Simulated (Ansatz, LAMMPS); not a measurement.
# Relaxing amorphous Si at 2.45 g/cm^3 (80 atoms)

Aim: bring amorphous Si at 2.45 g/cm^3 (80 atoms) to a nearby minimum of the energy and see what moves.

Main program and level: Ansatz 0.2.0; Kohn-Sham DFT, PBE, PAW (set soft_2), plane waves.

**What experiment says.** Si-Si coordination number quoted from the high-resolution X-ray diffraction study of Laaziri et al (as quoted in “Relationship between diffraction peak, network topology, and amorphous-forming ability in silicon and silica”, 2021, PMC8590056): number of Si about Si 3.9.

Report form: inputs, costs, results and the conclusion, without the logs.

In doubt: the hybrid run may have settled on a false gap or state (step 7), so the values of those runs are not to be relied on; a hybrid on one k-point of a small cell (step 7), which bears on gaps.

### Step 1. The starting structure

The cell holds 80 atoms: 80 Si. Its edges and angles: a = 11.505 Å, b = 11.505 Å, c = 11.505 Å, α = 90.0°, β = 90.0°, γ = 90.0°. 80 atoms (80 Si) placed at random at 2.45 g/cm³, melted at 2500 K for 10 ps at fixed volume with the modified Tersoff potential (Kumagai, Izumi, Hara and Sakai, Comput. Mater. Sci. 39, 457 (2007)). Quenched from 2500 K to 300 K at 10 K/ps and fixed volume, annealed at 800 K for 20 ps, held 5 ps, then minimised at fixed cell. The density is one point of a scan and needn't be that of the real material.

What the set-up can't give: The quench rate of 10 K/ps is many orders above laboratory rates, so the cell is likely richer in defects and strain than a real sample. The starting topology of bonds comes from the classical model. The Brillouin zone is sampled at Γ only, in a cell whose shortest periodic width is 12 Å.

### Step 2. The classical run that made the cell

A classical potential makes the cell, at a small fraction of what the same run would cost in DFT.

This step: classical MD, modified Tersoff potential (Kumagai, Izumi, Hara and Sakai, Comput. Mater. Sci. 39, 457 (2007)) (LAMMPS 22 Jul 2025 - Update 4).

Contents of in.lmp:

```
# melt-quench of Si80
units metal
atom_style atomic
boundary p p p
region box block 0 11.5049 0 11.5049 0 11.5049
create_box 1 box
mass 1 28.0850   # Si
create_atoms 1 random 80 29723 NULL overlap 1.92 maxtry 2000
pair_style tersoff/mod
pair_coeff * * Si.tersoff.mod Si
neigh_modify delay 0 every 1 check yes
thermo_style custom step time temp pe press density
thermo_modify norm yes
timestep 0.001
thermo 100
min_style cg
minimize 1e-4 1e-4 200 2000
reset_timestep 0
velocity all create 2500 29724 mom yes dist gaussian
fix lim all nve/limit 0.05
fix lan all langevin 2500 2500 0.1 29725 zero yes
thermo 500
run 1000 post no
unfix lim
unfix lan
thermo 1666
fix md all nvt temp 2500 2500 0.1
run 10000 post no
unfix md
thermo 22000
fix md all nvt temp 2500 300 0.1
run 220000 post no
unfix md
thermo 2500
# [... 11 lines left out ...]
thermo 2500
fix md all nvt temp 300 300 0.1
run 5000 post no
unfix md
thermo 100
min_style cg
minimize 0 1e-3 2000 20000
write_dump all custom glass.dump id type xs ys zs modify sort id
```

Launch:

```
$ lmp -in in.lmp -log none -nocite
```

It took 7.6 min on 1 thread of Intel Xeon at 2.80GHz (Skylake/Cascade Lake), shared host; peak memory 0.63 GiB.

### Step 3. Single point at the start

A single point comes first, to see the forces before anything moves.

Contents of input.yaml:

```yaml
crystal:
  lattice:
    - [11.5049, 0.0, 0.0]
    - [0.0, 11.5049, 0.0]
    - [0.0, 0.0, 11.5049]
  atoms:
    - { symbol: Si, position: [0.26408, 0.67193, 0.16745] }
    - { symbol: Si, position: [0.68903, 0.72998, 0.00049] }
    - { symbol: Si, position: [0.1656, 0.48342, 0.14082] }
    - { symbol: Si, position: [0.03931, 0.39784, 0.40848] }
    - { symbol: Si, position: [0.83007, 0.46006, 0.62208] }
    - { symbol: Si, position: [0.86438, 0.84941, 0.97108] }
    - { symbol: Si, position: [0.53655, 0.87228, 0.40016] }
    - { symbol: Si, position: [0.34489, 0.85365, 0.11699] }
[... 68 atom lines left out ...]
    - { symbol: Si, position: [0.32389, 0.98202, 0.42066] }
    - { symbol: Si, position: [0.48886, 0.67852, 0.42321] }
    - { symbol: Si, position: [0.37739, 0.32351, 0.48358] }
    - { symbol: Si, position: [0.48961, 0.78542, 0.98321] }
kpoints:
  mp_grid: { grid: [1, 1, 1] }
hamiltonian:
  xc: pbe
scf:
  occupations: { method: fermi_dirac, width: 0.025 }
output:
  forces: true
```

Launch:

```
$ ansatz run input.yaml --threads 4 --pin off --max-ram 8192MiB --backend cpu --events-out ev --progress --plain --runs-dir out
```

Wall time 17 s (4 threads of Intel Xeon at 2.70GHz, shared host); peak memory 1.4 GiB; 37 s of CPU time.

Read from the output:

* free energy: -50842.5968 eV
* free energy per atom: -635.5325 eV/atom
* SCF cycles: 9
* r.m.s. force component: 0.2214 eV/Å
* longest force: 0.7749 eV/Å
* Fermi energy: 6.892 eV

The r.m.s. force component of 0.22 eV/Å sets the starting point.

Neighbours are counted within 2.68 Å (Si-Si).

Length of the force by element and coordination:

```
element  coordination  atoms  mean length of the force (eV/Å)  spread   least   most
     Si           all     80                            0.345   0.167  0.0529  0.775
     Si             3      3                            0.588   0.054   0.535  0.662
     Si             4     66                            0.325   0.153  0.0828  0.775
     Si             5     11                            0.400   0.197  0.0529  0.741
```

### Step 4. Relaxation

The atoms are relaxed in the fixed cell, aiming at the force tolerance of the input.

Changes to input.yaml since step 3:

```diff
@@ -15 +15,4 @@
   forces: true
+relax:
+  f_tol: 0.04
+  max_steps: 250
```

Elapsed: 3.1 min, on 4 threads; peak memory 1.4 GiB; 11 min of CPU time.

The steps of the relaxation (22 of 23):

```
step  energy less that of the first step (eV)  largest force component (eV/Å)
   1                                   0.0000                          0.7430
   2                                  -0.9129                          0.5898
   3                                  -1.2353                          0.3565
   4                                  -1.3671                          0.3787
   5                                  -1.6174                          0.2473
   6                                  -1.6879                          0.6076
   7                                  -1.7808                          0.2457
   8                                  -1.8721                          0.2552
   9                                  -1.9241                          0.1792
  10                                  -1.9707                          0.2489
  11                                  -1.9945                          0.0700
  13                                  -2.0142                          0.0872
  14                                  -2.0316                          0.1049
  15                                  -2.0483                          0.2401
  16                                  -2.0824                          0.1976
  17                                  -2.1358                          0.3460
  18                                  -2.1436                          0.1429
  19                                  -2.1726                          0.0689
  20                                  -2.1803                          0.0668
  21                                  -2.1862                          0.0665
  22                                  -2.1890                          0.0198
  23                                  -2.1890                          0.0199
```

The atoms that moved most (Å):

```csv
atom,dx,dy,dz,length
Si40,-0.183,0.615,-0.503,0.815
Si12,-0.229,0.176,0.750,0.804
Si72,-0.034,0.217,0.634,0.670
Si31,-0.509,0.068,-0.326,0.608
Si18,0.437,-0.207,0.261,0.549
Si8,0.389,0.161,0.194,0.464
Si24,0.166,0.337,0.194,0.423
Si65,0.093,0.088,0.401,0.421
```

The relaxation changed the energy by -27.4 meV/atom, and atoms moved by 0.28 Å r.m.s., 0.81 Å at most.

### Step 5. Local order after relaxation

Bonds before and after, by the cutoffs listed below:

| pair | bonds before | bonds after | mean before (Å) | mean after (Å) | spread before (Å) | spread after (Å) |
| --- | --- | --- | --- | --- | --- | --- |
| Si-Si | 167 | 165 | 2.383 | 2.376 | 0.075 | 0.065 |

Density 2.45 g/cm³, 19.04 Å³ an atom.

Pair distribution function in bins of 0.2 Å:

| r (Å) | total |
| --- | --- |
| 2.20 | 0.22 |
| 2.40 | 5.04 |
| 2.60 | 0.29 |
| 2.80 | 0.07 |
| 3.00 | 0.17 |
| 3.20 | 0.41 |
| 3.40 | 0.88 |
| 3.60 | 1.51 |
| 3.80 | 2.00 |
| 4.00 | 1.59 |
| 4.20 | 1.16 |
| 4.40 | 0.84 |
| 4.60 | 0.75 |
| 4.80 | 0.78 |
| 5.00 | 0.68 |
| 5.20 | 0.85 |
| 5.40 | 1.00 |
| 5.60 | 1.19 |

Bonds by pair of elements; cutoffs follow the first minimum of g(r), held within bounds set by covalent radii, and pairs that aren't listed don't count as bonded:

```
pair A-B  cutoff (Å)  bonds  mean length (Å)  spread (Å)  shortest (Å)  B about A  A about B
   Si-Si        2.73    165             2.38       0.065          2.29       4.12       4.12
```

How many atoms have how many bonded neighbours:

| element | mean | 4 | 5 | 6 |
| --- | --- | --- | --- | --- |
| Si | 4.12 | 71 | 8 | 1 |

Bond angles (no mean is given where the spread exceeds 20°):

```csv
angle,count,mean (°),spread (°)
Si-Si-Si,521,108,15.3
```

Bond length by coordination (bonds to H left out):

```csv
element,coordination,atoms,mean bond length (Å)
Si,4,71,2.37
Si,5,8,2.43
Si,6,1,2.48
```

Rings of the network by King's shortest-path rule, up to 12 atoms, one path for each pair of neighbours; H, halogens, alkali and alkaline-earth atoms are left out:

| ring size (atoms) | rings | per network atom |
| --- | --- | --- |
| 3 | 1 | 0.012 |
| 4 | 3 | 0.038 |
| 5 | 42 | 0.525 |
| 6 | 83 | 1.04 |
| 7 | 34 | 0.425 |
| 8 | 3 | 0.038 |

The first peak of g(r) lies near 2.4 Å. Counting bonds as in the table, 89 % of Si atoms have 4 bonded neighbours. The Si-Si-Si angle averages 108° with a spread of 15°. Bonds at Si atoms with 4 neighbours average 2.37 Å, against 2.43 Å at those with 5. Rings of 6 atoms are the most common (50 % of those counted); sizes run from 3 to 8.

### Step 6. Single point at the relaxed geometry

One more single point at the end of the walk gives the fuller output and checks the residual forces.

Contents of input.yaml:

```yaml
crystal:
  lattice:
    - [11.5049, 0.0, 0.0]
    - [0.0, 11.5049, 0.0]
    - [0.0, 0.0, 11.5049]
  atoms:
    - { symbol: Si, position: [0.27217, 0.68841, 0.15939] }
    - { symbol: Si, position: [0.70435, 0.74026, 0.99109] }
    - { symbol: Si, position: [0.15154, 0.48548, 0.116] }
    - { symbol: Si, position: [0.03527, 0.39643, 0.3965] }
    - { symbol: Si, position: [0.81753, 0.45387, 0.62482] }
    - { symbol: Si, position: [0.88344, 0.8667, 0.97882] }
    - { symbol: Si, position: [0.56632, 0.86432, 0.3894] }
    - { symbol: Si, position: [0.37871, 0.86765, 0.13387] }
[... 68 atom lines left out ...]
    - { symbol: Si, position: [0.29595, 0.97929, 0.43065] }
    - { symbol: Si, position: [0.49331, 0.67633, 0.41993] }
    - { symbol: Si, position: [0.36465, 0.32402, 0.49757] }
    - { symbol: Si, position: [0.49875, 0.76761, 0.98499] }
kpoints:
  mp_grid: { grid: [1, 1, 1] }
hamiltonian:
  xc: pbe
scf:
  occupations: { method: fermi_dirac, width: 0.025 }
output:
  forces: true
  stress: true
  populations: true
  dos:
    method: { smearing: { sigma: 0.08 } }
    de: 0.05
    projected: { site_lists: { Si: [Si] } }
  eigenvalues: true
  write_density: true
  write_potential: true
  volumetric_format: npy
```

Run time: 21 s. Hardware: 4 threads; peak memory 1.4 GiB.

Numbers from this run:

- free energy: -50844.7859 eV
- free energy per atom: -635.5598 eV/atom
- SCF cycles: 11
- pressure: 3.148 GPa
- r.m.s. force component: 0.00499 eV/Å
- longest force: 0.03033 eV/Å
- Fermi energy: 6.975 eV
- gap (highest filled to lowest empty level): 0.2469 eV
- spilling of the projection: 0.01213

The mean of these charges, 0.049 e, is only the charge that the projection spills.

Löwdin charges by element and coordination (they lack the spilled electrons, 0.049 e an atom on average):

```csv
element,coordination,atoms,mean charge (e),spread,least,most
Si,all,80,0.0485,0.0243,0.0052,0.114
Si,4,71,0.0503,0.0243,0.0052,0.114
Si,5,8,0.0309,0.0175,0.0118,0.0601
Si,6,1,0.0627,0,0.0627,0.0627
```

Density of states as counts of states in windows of 1 eV (from the Fermi level), total and the larger projections:

```
from (eV)  to (eV)  total  Si p  Si s
      -14      -13    0.0   0.0   0.0
      -13      -12    2.1   0.1   2.0
      -12      -11   13.1   3.7   9.3
      -11      -10   25.9   8.8  16.9
      -10       -9   15.8   5.6  10.1
       -9       -8   25.5   9.6  15.8
       -8       -7   24.3  11.5  12.6
       -7       -6   21.4  13.1   8.2
       -6       -5   21.4  15.4   5.8
       -5       -4   24.4  20.2   4.1
       -4       -3   40.2  34.6   5.2
       -3       -2   50.9  46.1   4.0
       -2       -1   36.6  33.2   2.6
       -1        0   18.4  15.4   2.3
        0        1   24.6  16.8   5.6
        1        2   35.5  22.7   7.5
        2        3   45.7  28.7   8.2
```

The levels nearest the highest filled one (over half full), pooled over k-points and spins:

| level less the highest filled one (eV) | occupation |
| --- | --- |
| -0.659 | 2 |
| -0.602 | 2 |
| -0.477 | 2 |
| -0.288 | 2 |
| -0.198 | 2 |
| 0 | 1.99 |
| 0.247 | 0.014 |
| 0.351 | 0 |
| 0.463 | 0 |
| 0.508 | 0 |
| 0.630 | 0 |
| 0.693 | 0 |

Electrostatic potential energy in the bc plane at fractional x = 0.029, with atoms of Si within 0.2 Å of it. With pseudopotentials it is smooth inside the atoms' cores, unlike the true potential.

Ten even steps from '0' (-48 eV) to '9' (10 eV), each cell a mean:
```
99999988899999999999862026899999
99999988899999975568850004899999
99999888999999840016873237999999
99997557899999840016898889999999
99986225899999875468999999999999
89987557899998878899999999999999
78899888778986224899999999999988
77899987546873001699999999999988
88999997557885214799999988999999
99999998888998778999999877899999
99999877899999999999998767899999
99998411489999999999999888999999
99997100278766899999999999999999
99998522587301489999999999999999
99999888887200279999999999999999
99999999998533689999999999987778
99999999998888899999999999974236
89999999975468999999999999973126
99999999840016899999988999987668
99985468840016899998755789999888
68851015875568999998511589998644
37850015899999999998634689997300
48885468999999999999888899997411
89999889999999999999987778999866
```
Columns run along b (11.5 Å; values clipped at the 3rd and 97th percentile), rows up along c (11.5 Å). Atoms in or near the plane, at fractional coordinates: Si at (0.40, 0.40), Si at (0.21, 0.48), Si at (0.53, 0.87), Si at (0.47, 0.68), Si at (0.73, 0.94), Si at (0.16, 0.12), Si at (0.35, 0.20).

Valence density in the bc plane at fractional x = 0.029, with atoms of Si within 0.2 Å of it. It is the smooth field of the valence electrons, not physical close to the nuclei.

Ten even steps from '0' (0.02 e/Å³) to '9' (0.55 e/Å³), each cell a mean:
```
10012455321001123223465445422222
00012465421112355567783136421000
00024787421012463259986455310000
00135787521002463257644332100000
11245567521012489764211100000011
44455689742224699742000000001234
76444589975566567631000000012478
75322357767897215631000011113579
43211246656777446531112333322345
21111246764334444321124676421111
01113468753211111100125897421000
00135545664222111000024675310000
01236512687654432100001232210000
01135645899733653100000011111110
11123444567522553100000000123432
32222111235876531000000001247764
32111000136997421000000001257665
32111111356886310011221101245455
31122334663245311123554311136775
43345578984256421235787531125786
66774258875566422235655532125776
78884246533333221224566642125533
66666786421011111112468742235654
43224676321000011112368864224665
```
Columns run along b (11.5 Å), rows up along c (11.5 Å). Atoms in or near the plane, at fractional coordinates: Si at (0.40, 0.40), Si at (0.21, 0.48), Si at (0.53, 0.87), Si at (0.47, 0.68), Si at (0.73, 0.94), Si at (0.16, 0.12), Si at (0.35, 0.20).

Löwdin charges run from +0.01 to +0.11 e, about a mean that is the spilled charge alone. Within 0.4 eV of the Fermi level the largest share is Si p (80 % of the projected weight).

Local excerpt of 10 atoms (numbers count through the whole input) about Si64, which has 5 bonded neighbours where the commonest count for Si is 4; x, y, z are measured from there.

```csv
atom,x,y,z,distance (Å),bonds,Löwdin charge (e)
Si64,0.00,0.00,0.00,0.00,5,0.02
Si21,0.90,1.97,-1.05,2.41,4,0.06
Si11,-0.56,1.26,1.97,2.41,4,0.06
Si4,-2.18,-0.87,-0.56,2.41,4,0.04
Si79,1.61,-1.70,0.60,2.42,4,0.04
Si36,0.67,-0.77,-2.26,2.48,4,0.11
Si48,-2.39,-0.07,2.66,3.58,4,0.06
Si25,-1.58,-2.24,2.48,3.69,4,0.06
Si28,-2.17,-3.02,0.35,3.74,4,0.01
Si76,1.53,1.33,3.16,3.75,4,0.06
```

### Step 7. Functional HSE06

HSE06 mixes in a quarter of exact exchange at short range, which counters self-interaction, at a higher cost.

This step: Kohn-Sham DFT, HSE06, PAW (set soft_2), plane waves (Ansatz 0.2.0).

Changes to input.yaml since step 6:

```diff
@@ -10,3 +10,3 @@
 hamiltonian:
-  xc: pbe
+  xc: hse06
 scf:
@@ -22,4 +22 @@
   eigenvalues: true
-  write_density: true
-  write_potential: true
-  volumetric_format: npy
```

Run time: 4.8 min. Hardware: 4 threads; peak memory 3.4 GiB.

The program notes that the gap may close elsewhere in the zone, the gap was narrow in the semilocal warm-up, the exchange threshold is loose for the stress and the SCF threshold is loose for the stress.

Geometry and reference: those of the single point at the relaxed geometry.

Forces differ from those of the single point at the relaxed geometry by 68 meV/Å r.m.s.; the pressure by -1.5 GPa and the gap by +0.19 eV. It took roughly 14 times the reference's time (one timing each, with unlike analyses asked), in 28 cycles against 11.

Numbers from this run:

| Item | Value |
| --- | --- |
| free energy | -50880.3216 eV |
| free energy per atom | -636.0040 eV/atom |
| SCF cycles | 28 |
| pressure | 1.624 GPa |
| r.m.s. force component | 0.06767 eV/Å |
| longest force | 0.2542 eV/Å |
| Fermi energy | 6.972 eV |
| gap (highest filled to lowest empty level) | 0.4416 eV |
| spilling of the projection | 0.01212 |

(Part 1 of 2 ends here.)

[Long decimals in the printed logs are rounded to 6 places.]

[Logs are printed without paths, hosts, clocks, repeated set-up lines and the standing remarks that a program may print on its own settings, such as how far it seeks lower states.]

[Hosts, paths, dates, database ids (printed as entryN), source tags and the programs' standing remarks are cut or masked in the printed files.]

[A walk said to have stopped at its limit may instead have ended on an SCF cycle that didn't converge.]
